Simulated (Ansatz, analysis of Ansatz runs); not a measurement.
**Migration in Al3GaN4 (Pm): V_Al hop (3.1 Å), charge −3**

How high is the barrier when Al changes place in Al3GaN4 (Pm)? The case: V_Al hop (3.1 Å), charge −3, in a cell of 96 host atoms with 1 Al taken out.

Calculated with Ansatz 0.2.0; plane-wave PAW DFT, PBEsol; nudged elastic band between two relaxed defect structures at fixed charge in a uniform background.

### 1. Starting point

The cell holds 95 atoms: 35 Al, 12 Ga and 48 N. Its edges and angles: a = 10.087 Å, b = 9.390 Å, c = 10.836 Å, α = 90.0°, β = 90.0°, γ = 90.0°. It derives from Al3GaN4 (space group Pm). Nearest the centre at fractional (0.625, 0.583, 0.625): N78 at 1.11 Å, Al73 at 1.55 Å, N95 at 2.08 Å, N93 at 2.48 Å, N92 at 2.49 Å, Al66 at 2.69 Å, Ga91 at 2.70 Å, Al75 at 2.70 Å. The cell carries charge −3.

The cell's shortest repeat is 9.4 Å.

### 2. Relaxation of the start point, charge −3

A barrier is counted from a minimum, so both ends are relaxed first. Small random displacements break the symmetry of the ideal sites, so that the defect can distort if it gains by it. The charge of −3 is set by the electron count, and a uniform background keeps the cell neutral.

Input file qm3.start/input.yaml:

```yaml
crystal:
  lattice:
    - [10.08692303, 0.0, 0.00025291]
    - [0.0, 9.39015873, 0.0]
    - [-0.00644803, 0.0, 10.83602103]
  atoms:
    - { symbol: Al, position: [0.25011431, 0.16666667, 0.08366544] }
    - { symbol: Al, position: [0.00045971, 0.16666667, 0.41740264] }
    - { symbol: Al, position: [0.00054365, 0.0, 0.16584605] }
    - { symbol: Ga, position: [0.24970977, 0.0, 0.33310103] }
    - { symbol: "N", position: [0.05558724, 0.0, 0.33316332] }
    - { symbol: "N", position: [0.06122767, 0.16666667, 0.08357752] }
    - { symbol: "N", position: [0.31256197, 0.16666667, 0.4200968] }
    - { symbol: "N", position: [0.31159519, 0.0, 0.16314769] }
    - { symbol: Al, position: [0.25011431, 0.16666667, 0.58366544] }
    - { symbol: Al, position: [0.00045971, 0.16666667, 0.91740264] }
    - { symbol: Al, position: [0.00054365, 0.0, 0.66584605] }
    - { symbol: Ga, position: [0.24970977, 0.0, 0.83310103] }
    - { symbol: "N", position: [0.05558724, 0.0, 0.83316332] }
    - { symbol: "N", position: [0.06122767, 0.16666667, 0.58357752] }
    - { symbol: "N", position: [0.31256197, 0.16666667, 0.9200968] }
    - { symbol: "N", position: [0.31159519, 0.0, 0.66314769] }
    - { symbol: Al, position: [0.25011431, 0.5, 0.08366544] }
    - { symbol: Al, position: [0.00045971, 0.5, 0.41740264] }
    - { symbol: Al, position: [0.00054365, 0.33333333, 0.16584605] }
    - { symbol: Ga, position: [0.24970977, 0.33333333, 0.33310103] }
    - { symbol: "N", position: [0.05558724, 0.33333333, 0.33316332] }
    - { symbol: "N", position: [0.06122767, 0.5, 0.08357752] }
    - { symbol: "N", position: [0.31256197, 0.5, 0.4200968] }
    - { symbol: "N", position: [0.31159519, 0.33333333, 0.16314769] }
    - { symbol: Al, position: [0.25011431, 0.5, 0.58366544] }
    - { symbol: Al, position: [0.00045971, 0.5, 0.91740264] }
    - { symbol: Al, position: [0.00054365, 0.33333333, 0.66584605] }
    - { symbol: Ga, position: [0.24970977, 0.33333333, 0.83310103] }
    - { symbol: "N", position: [0.05558724, 0.33333333, 0.83316332] }
    - { symbol: "N", position: [0.06122767, 0.5, 0.58357752] }
    - { symbol: "N", position: [0.31256197, 0.5, 0.9200968] }
    - { symbol: "N", position: [0.31159519, 0.33333333, 0.66314769] }
    - { symbol: Al, position: [0.25011431, 0.83333333, 0.08366544] }
    - { symbol: Al, position: [0.00045971, 0.83333333, 0.41740264] }
    - { symbol: Al, position: [0.00054365, 0.66666667, 0.16584605] }
    - { symbol: Ga, position: [0.24970977, 0.66666667, 0.33310103] }
    - { symbol: "N", position: [0.05558724, 0.66666667, 0.33316332] }
    - { symbol: "N", position: [0.06122767, 0.83333333, 0.08357752] }
    - { symbol: "N", position: [0.31256197, 0.83333333, 0.4200968] }
    - { symbol: "N", position: [0.31159519, 0.66666667, 0.16314769] }
    - { symbol: Al, position: [0.25011431, 0.83333333, 0.58366544] }
    - { symbol: Al, position: [0.00045971, 0.83333333, 0.91740264] }
    - { symbol: Al, position: [0.00054365, 0.66666667, 0.66584605] }
    - { symbol: Ga, position: [0.24970977, 0.66666667, 0.83310103] }
    - { symbol: "N", position: [0.05558724, 0.66666667, 0.83316332] }
    - { symbol: "N", position: [0.06122767, 0.83333333, 0.58357752] }
    - { symbol: "N", position: [0.31256197, 0.83333333, 0.9200968] }
    - { symbol: "N", position: [0.31159519, 0.66666667, 0.66314769] }
    - { symbol: Al, position: [0.75011431, 0.16666667, 0.08366544] }
    - { symbol: Al, position: [0.50045971, 0.16666667, 0.41740264] }
    - { symbol: Al, position: [0.50054365, 0.0, 0.16584605] }
    - { symbol: Ga, position: [0.74970977, 0.0, 0.33310103] }
    - { symbol: "N", position: [0.55558724, 0.0, 0.33316332] }
    - { symbol: "N", position: [0.56122767, 0.16666667, 0.08357752] }
    - { symbol: "N", position: [0.81256197, 0.16666667, 0.4200968] }
    - { symbol: "N", position: [0.81159519, 0.0, 0.16314769] }
    - { symbol: Al, position: [0.75011431, 0.16666667, 0.58366544] }
    - { symbol: Al, position: [0.50045971, 0.16666667, 0.91740264] }
    - { symbol: Al, position: [0.50054365, 0.0, 0.66584605] }
    - { symbol: Ga, position: [0.74970977, 0.0, 0.83310103] }
    - { symbol: "N", position: [0.55558724, 0.0, 0.83316332] }
    - { symbol: "N", position: [0.56122767, 0.16666667, 0.58357752] }
    - { symbol: "N", position: [0.81256197, 0.16666667, 0.9200968] }
    - { symbol: "N", position: [0.81159519, 0.0, 0.66314769] }
    - { symbol: Al, position: [0.75011431, 0.5, 0.08366544] }
    - { symbol: Al, position: [0.50045971, 0.5, 0.41740264] }
    - { symbol: Al, position: [0.50054365, 0.33333333, 0.16584605] }
    - { symbol: Ga, position: [0.74970977, 0.33333333, 0.33310103] }
    - { symbol: "N", position: [0.55558724, 0.33333333, 0.33316332] }
    - { symbol: "N", position: [0.56122767, 0.5, 0.08357752] }
    - { symbol: "N", position: [0.81256197, 0.5, 0.4200968] }
    - { symbol: "N", position: [0.81159519, 0.33333333, 0.16314769] }
    - { symbol: Al, position: [0.75011431, 0.5, 0.58366544] }
    - { symbol: Al, position: [0.50045971, 0.5, 0.91740264] }
    - { symbol: Al, position: [0.50054365, 0.33333333, 0.66584605] }
    - { symbol: Ga, position: [0.74970977, 0.33333333, 0.83310103] }
    - { symbol: "N", position: [0.55558724, 0.33333333, 0.83316332] }
    - { symbol: "N", position: [0.56122767, 0.5, 0.58357752] }
    - { symbol: "N", position: [0.81256197, 0.5, 0.9200968] }
    - { symbol: "N", position: [0.81159519, 0.33333333, 0.66314769] }
    - { symbol: Al, position: [0.75011431, 0.83333333, 0.08366544] }
    - { symbol: Al, position: [0.50045971, 0.83333333, 0.41740264] }
    - { symbol: Al, position: [0.50054365, 0.66666667, 0.16584605] }
    - { symbol: Ga, position: [0.74970977, 0.66666667, 0.33310103] }
    - { symbol: "N", position: [0.55558724, 0.66666667, 0.33316332] }
    - { symbol: "N", position: [0.56122767, 0.83333333, 0.08357752] }
    - { symbol: "N", position: [0.81256197, 0.83333333, 0.4200968] }
    - { symbol: "N", position: [0.81159519, 0.66666667, 0.16314769] }
    - { symbol: Al, position: [0.75011431, 0.83333333, 0.58366544] }
    - { symbol: Al, position: [0.50045971, 0.83333333, 0.91740264] }
    - { symbol: Ga, position: [0.74970977, 0.66666667, 0.83310103] }
    - { symbol: "N", position: [0.55558724, 0.66666667, 0.83316332] }
    - { symbol: "N", position: [0.56122767, 0.83333333, 0.58357752] }
    - { symbol: "N", position: [0.81256197, 0.83333333, 0.9200968] }
    - { symbol: "N", position: [0.81159519, 0.66666667, 0.66314769] }
total_charge: -3
basis:
  ecutwfc: 420
  xc_grid: 2
hamiltonian:
  xc: pbesol
kpoints:
  mp_grid: { grid: [1, 1, 1], shift: [0.25, 0.25, 0.25] }
scf:
  occupations: { method: fixed }
  max_iter: 100
output:
  forces: true
relax:
  f_tol: 0.02
  max_steps: 70
  random_displacement: { amplitude: 0.03, seed: 3481 }
```

Run with:

```console
ansatz run input.yaml --threads 32 --pin off --max-ram 84787MiB --backend cuda --events-out ev --progress --plain --runs-dir out --max-vram 78GiB
```

Numbers of over 12 decimals in the logs are rounded to 6 here.

The program printed:

```text
[... repeated set-up lines and file paths are left out, and long positions are rounded to six places ...]
The last accepted step is kept in <dir> (removed where the run ends without a failure and the disk answers)
Engine: ansatz 0.2.0, aarch64-unknown-linux-gnu
Pseudopotentials: kind: paw
Pseudopotential: Al, paw, valence charge 3, recommended cutoff 420 eV (normal), Al.paw.azcp
Pseudopotential: Ga, paw, valence charge 13, recommended cutoff 420 eV (normal), Ga.paw.azcp
Pseudopotential: N, paw, valence charge 5, recommended cutoff 420 eV (normal), N.paw.azcp
Functional definition: PBEsol
  exchange = pbesol_x
  correlation = pbesol_c
[...]
Crystal: 95 atoms, lattice volume = 1026.364 Å³
Basis set: ecut = 420 eV, 20007 PW (Γ), exchange–correlation on 144×128×150 points (8 copies of the dense FFT grid, shifted against one another)
Bands: 347, of which v1, the nominal top of the filled ones, is band 252 counted from 1 (251 counted from 0)
Symmetry: 1 space group operations
k-points: 1
Non-local potential: Al, projectors of the file, l = 0: 2, l = 1: 2, l = 2: 1
Non-local potential: Ga, projectors of the file, l = 0: 2, l = 1: 2, l = 2: 3, l = 3: 1
Non-local potential: N, projectors of the file, l = 0: 2, l = 1: 2, l = 2: 1
PAW form: soft (Blöchl's): semilocal exchange-correlation on the pseudo side does not see the compensation charge
PAW frozen core: Al, regenerated for the run's functional, and the local potential with it (the file was generated under x = pbe(κ = 0.804, μ = 0.219515), c = pbe(β = 0.066725))
PAW frozen core: Ga, regenerated for the run's functional, and the local potential with it (the file was generated under x = pbe(κ = 0.804, μ = 0.219515), c = pbe(β = 0.066725))
PAW frozen core: N, regenerated for the run's functional, and the local potential with it (the file was generated under x = pbe(κ = 0.804, μ = 0.219515), c = pbe(β = 0.066725))
PAW one-centre angular grid: Al, 110 points (default); XC on 64 Gauss nodes
PAW one-centre angular grid: Ga, 590 points (default); XC on 64 Gauss nodes
PAW one-centre angular grid: N, 110 points (default); XC on 64 Gauss nodes
Initial density: superposition of atomic densities (neutral atoms scaled as one to the charged cell's electrons: chi_scale 0, normalization atom), corrected by the library's trained network
Initial wavefunctions: pseudopotential atomic-orbital guess
[...]
Functional: x = pbesol(κ = 0.804, μ = 0.123457), c = pbesol(β = 0.046)
SCF iter   1: F=—  HF=-81528.828253 eV  |F-HF|=—  |Δ(HF+E_count)|=         —  Δρ=2.67e-2  dr2=8.83e0  ethr=1.77e-3  ⟨swp⟩=5.0  Hψ=1157  notcnv=0  defer=93
preconditioner: auto → Resta (q_TF=auto, 2.423 Å⁻¹)  ε∞=4.3  [insulator: Δε(μ)=3.254 eV  Ē_g=14.296 eV  n_scr=252 (ndim 8)  ℏωp=26.0 eV  f_vac=0.000  ε∞_Penn≈4.3]
SCF iter   2: F=—  HF=-81526.455644 eV  |F-HF|=—  |Δ(HF+E_count)|=    2.37e0  Δρ=8.49e-3  dr2=8.76e-1  ethr=1.75e-3  ⟨swp⟩=2.0  Hψ=570  notcnv=0  defer=89
SCF iter   3: F=—  HF=-81526.145137 eV  |F-HF|=—  |Δ(HF+E_count)|=   3.11e-1  Δρ=3.74e-3  dr2=2.95e-1  ethr=1.74e-4  ⟨swp⟩=2.0  Hψ=547  notcnv=0  defer=74
automatic band count: iteration 3 solves 328 bands in place of 347: the levels show a gap, and the empty bands left out lie too high to hold charge; the band table lists the bands solved (type scf.n_extra_bands for more)
[...]
SCF 1 converged in 8 iterations: F = -81526.052381 eV  dr2 = 9.03e-6
  greatest PAW one-centre occupation: 0.996 electrons in one spin orbital (limit 2), on the Ga atom at site 43 (counted from 0), in its partial waves of l = 2
relax step   1: F+E_penalty+E_count = -81526.05238081 eV  Δ(F+E_penalty+E_count) = +0.000e0 eV  max|allowed force component| = 2.718e0 eV/Å  Δτ_max = 0.0000 Å  (8 SCF iters, dr2 threshold 1.00e-5 eV, accepted)
[... the SCF cycles and remarks between the steps are left out from here to the last step ...]
relax step   2: F+E_penalty+E_count = -81528.25122496 eV  Δ(F+E_penalty+E_count) = -2.199e0 eV  max|allowed force component| = 1.406e0 eV/Å  Δτ_max = 0.1200 Å  (6 SCF iters, dr2 threshold 1.00e-4 eV, accepted)
relax step   3: F+E_penalty+E_count = -81528.82390229 eV  Δ(F+E_penalty+E_count) = -5.727e-1 eV  max|allowed force component| = 6.642e-1 eV/Å  Δτ_max = 0.2000 Å  (6 SCF iters, dr2 threshold 1.00e-4 eV, accepted)
relax step   4: F+E_penalty+E_count = -81528.99145432 eV  Δ(F+E_penalty+E_count) = -1.676e-1 eV  max|allowed force component| = 1.290e-1 eV/Å  Δτ_max = 0.0592 Å  (5 SCF iters, dr2 threshold 9.84e-5 eV, accepted)
relax step   5: F+E_penalty+E_count = -81529.00035524 eV  Δ(F+E_penalty+E_count) = -8.901e-3 eV  max|allowed force component| = 4.479e-2 eV/Å  Δτ_max = 0.0104 Å  (6 SCF iters, dr2 threshold 1.04e-6 eV, accepted)
[...]
SCF 6 converged in 7 iterations: F = -81529.001769 eV  dr2 = 1.51e-8
relax step   6: F+E_penalty+E_count = -81529.00176874 eV  Δ(F+E_penalty+E_count) = -1.414e-3 eV  max|allowed force component| = 1.943e-2 eV/Å  Δτ_max = 0.0288 Å  (7 SCF iters, accepted)
SCF converged after 7 iterations
[...]
- { symbol: N, position: [0.312753, 0.833930, 0.418819] }
    - { symbol: N, position: [0.311731, 0.666553, 0.162756] }
    - { symbol: Al, position: [0.252106, 0.831868, 0.584384] }
    - { symbol: Al, position: [0.000169, 0.832570, 0.917064] }
    - { symbol: Al, position: [0.013116, 0.666581, 0.665427] }
    - { symbol: Ga, position: [0.255140, 0.666552, 0.831346] }
    - { symbol: N, position: [0.055836, 0.666619, 0.837532] }
    - { symbol: N, position: [0.060280, 0.838571, 0.580256] }
    - { symbol: N, position: [0.313346, 0.834499, 0.921607] }
    - { symbol: N, position: [0.279511, 0.666542, 0.663093] }
    - { symbol: Al, position: [0.749429, 0.166550, 0.083326] }
    - { symbol: Al, position: [0.501853, 0.166609, 0.420378] }
    - { symbol: Al, position: [0.499923, 0.001300, 0.165830] }
    - { symbol: Ga, position: [0.746956, -0.001148, 0.334387] }
    - { symbol: N, position: [0.553921, 0.002250, 0.330716] }
    - { symbol: N, position: [0.560693, 0.166574, 0.081980] }
    - { symbol: N, position: [0.811621, 0.166597, 0.420693] }
    - { symbol: N, position: [0.811199, 0.000116, 0.163242] }
    - { symbol: Al, position: [0.746845, 0.166536, 0.585176] }
    - { symbol: Al, position: [0.500602, 0.166622, 0.915586] }
    - { symbol: Al, position: [0.502799, -0.005291, 0.664108] }
    - { symbol: Ga, position: [0.749246, -0.000868, 0.832211] }
    - { symbol: N, position: [0.555624, 0.000373, 0.833946] }
    - { symbol: N, position: [0.559204, 0.166551, 0.586527] }
    - { symbol: N, position: [0.812731, 0.166606, 0.920363] }
    - { symbol: N, position: [0.813729, 0.001152, 0.663961] }
    - { symbol: Al, position: [0.748560, 0.499832, 0.081909] }
    - { symbol: Al, position: [0.502673, 0.500151, 0.421072] }
    - { symbol: Al, position: [0.499933, 0.331863, 0.165830] }
    - { symbol: Ga, position: [0.746953, 0.334282, 0.334378] }
    - { symbol: N, position: [0.553939, 0.330922, 0.330704] }
    - { symbol: N, position: [0.560529, 0.496752, 0.086513] }
    - { symbol: N, position: [0.814536, 0.500492, 0.417836] }
    - { symbol: N, position: [0.811224, 0.332996, 0.163237] }
    - { symbol: Al, position: [0.747558, 0.501710, 0.584044] }
    - { symbol: Al, position: [0.502608, 0.502581, 0.916330] }
    - { symbol: Al, position: [0.502796, 0.338435, 0.664109] }
    - { symbol: Ga, position: [0.749275, 0.334010, 0.832203] }
    - { symbol: N, position: [0.555633, 0.332886, 0.833923] }
    - { symbol: N, position: [0.569632, 0.482072, 0.573651] }
    - { symbol: N, position: [0.814177, 0.498380, 0.920170] }
    - { symbol: N, position: [0.813764, 0.331936, 0.663945] }
    - { symbol: Al, position: [0.748542, 0.833257, 0.081906] }
    - { symbol: Al, position: [0.502661, 0.833059, 0.421058] }
    - { symbol: Al, position: [0.501650, 0.666585, 0.164785] }
    - { symbol: Ga, position: [0.748472, 0.666560, 0.333075] }
    - { symbol: N, position: [0.555125, 0.666589, 0.331528] }
    - { symbol: N, position: [0.560514, 0.836400, 0.086494] }
    - { symbol: N, position: [0.814548, 0.832725, 0.417818] }
    - { symbol: N, position: [0.811335, 0.666558, 0.161762] }
    - { symbol: Al, position: [0.747565, 0.831341, 0.584031] }
    - { symbol: Al, position: [0.502588, 0.830651, 0.916325] }
    - { symbol: Ga, position: [0.745191, 0.666573, 0.829037] }
    - { symbol: N, position: [0.562550, 0.666612, 0.852570] }
    - { symbol: N, position: [0.569620, 0.851064, 0.573633] }
    - { symbol: N, position: [0.814159, 0.834840, 0.920170] }
    - { symbol: N, position: [0.819546, 0.666531, 0.662463] }
```

Wall time 4 s (1 × NVIDIA GB200 with 32 threads of Arm Neoverse V2, shared host); peak memory 1.4 GiB; 18 s of CPU time.

The steps of the relaxation:

| step | energy less that of the first step (eV) | largest force component (eV/Å) |
| --- | --- | --- |
| 1 | 0.0000 | 2.7183 |
| 3 | -2.7715 | 0.6642 |
| 5 | -2.9480 | 0.0448 |
| 6 | -2.9494 | 0.0194 |

The atoms that moved most (Å, from the sites as typed, ahead of the random displacement, the mean shift of all atoms taken out):

| atom | dx | dy | dz | length |
| --- | --- | --- | --- | --- |
| N48 | -0.326 | 0.000 | 0.001 | 0.326 |
| N92 | 0.068 | 0.000 | 0.212 | 0.223 |
| N78 | 0.083 | -0.168 | -0.106 | 0.215 |
| N93 | 0.083 | 0.167 | -0.106 | 0.215 |
| Al43 | 0.125 | 0.000 | -0.003 | 0.125 |
| N95 | 0.078 | 0.000 | -0.006 | 0.078 |
| Ga91 | -0.048 | 0.000 | -0.042 | 0.064 |
| N46 | -0.012 | 0.050 | -0.034 | 0.062 |

Neighbours of Al73 at the end:

| atom | distance (Å) |
| --- | --- |
| N78 | 1.808 |
| N95 | 1.909 |
| N71 | 1.924 |
| N80 | 1.933 |
| Al75 | 3.033 |
| Al66 | 3.036 |
| Ga91 | 3.073 |
| Al89 | 3.095 |
| Ga76 | 3.116 |
| Al27 | 3.128 |
| Ga68 | 3.129 |
| Al18 | 3.129 |
| Ga84 | 3.129 |
| Al57 | 3.147 |

Read from the output:

```
free energy                                                                                       : -81529.0018 eV
r.m.s. move of the farther half of the atoms                                                      : 0.01908 Å
largest move from the ideal geometry of this structure, a common shift of the far atoms taken out : 0.3245 Å
```

The relaxation gained 2.949 eV and ended with a largest force component of 0.019 eV/Å.

[end of part 1 of 4]

[Logs are printed without paths, hosts, clocks, repeated set-up lines and the standing remarks that a program may print on its own settings, such as how far it seeks lower states.]

[Hosts, paths, dates, database ids (printed as entryN), source tags and the programs' standing remarks are cut or masked in the printed files.]
